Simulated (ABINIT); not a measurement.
**GaN (P6_3mc): least direct gap against volume**

The cell of GaN (P6_3mc) is scaled evenly and the response computed anew at each volume, on one mesh. The atoms keep their fractional positions.

Symmetry: P6_3mc, No. 186, hexagonal system. The conventional cell has a = 3.180 Å, b = 3.180 Å, c = 5.166 Å, α = 90.00°, β = 90.00°, γ = 120.00°. Around Ga on site b lie 4 N at 1.94 to 1.95 Å. Around N on site b lie 4 Ga at 1.94 to 1.95 Å.

Method: ABINIT 10.8.3, LDA, independent particles, k-mesh 12×12×7, Lorentzian half width 0.04 eV.

Launch of the response step: `optic optic.abi`. The series took 27.3 min in all, its band step included, on 4 threads of AMD EPYC (Zen 3), with other jobs on the host.

```tsv
V/V₀	V (Å³, primitive cell)	least direct gap (eV)
0.94	42.53	2.439
0.97	43.88	2.221
1.00	45.24	2.011
1.03	46.60	?
1.06	47.96	1.610
```

For small changes the quantity should be close to linear in ln V.

Working, on the rows shown:

| x = ln(V/V₀) | y = least direct gap |
| --- | --- |
| -0.0618754 | 2.439 |
| -0.0304592 | 2.221 |
| 0 | 2.011 |
| 0.0582689 | 1.61 |

Means: x̄ = -0.0085164, ȳ = 2.0703. Σ(x − x̄)(y − ȳ) = -0.05423, Σ(x − x̄)² = 0.007861. Slope = -0.05423 / 0.007861 = -6.898; intercept = ȳ − slope · x̄ = 2.0115. The line misses the rows shown by at most 0.00069 eV.

Question: What does the fit predict for the withheld row, and how well does it do?

Answer: At x = 0.029559 the line gives y = 1.8076 eV. The run gave 1.807 eV, so the interpolation is off by 0.00062 eV, 0.1 % of the range in the table.

Between the rows on either side of x = 0 the slope is (1.807 − 2.221) / (0.029559 − (-0.030459)) = -6.898. That is a volume deformation potential of -6.9 eV: the least direct gap on this mesh widens by 69 meV for each per cent of compression. The cell comes from an older database entry, whose edges can be off by a per cent or so. LDA gaps are as a rule too small. Spin-orbit coupling is left out.

[Logs are printed without paths, hosts, clocks, repeated set-up lines and the standing remarks that a program may print on its own settings, such as how far it seeks lower states.]
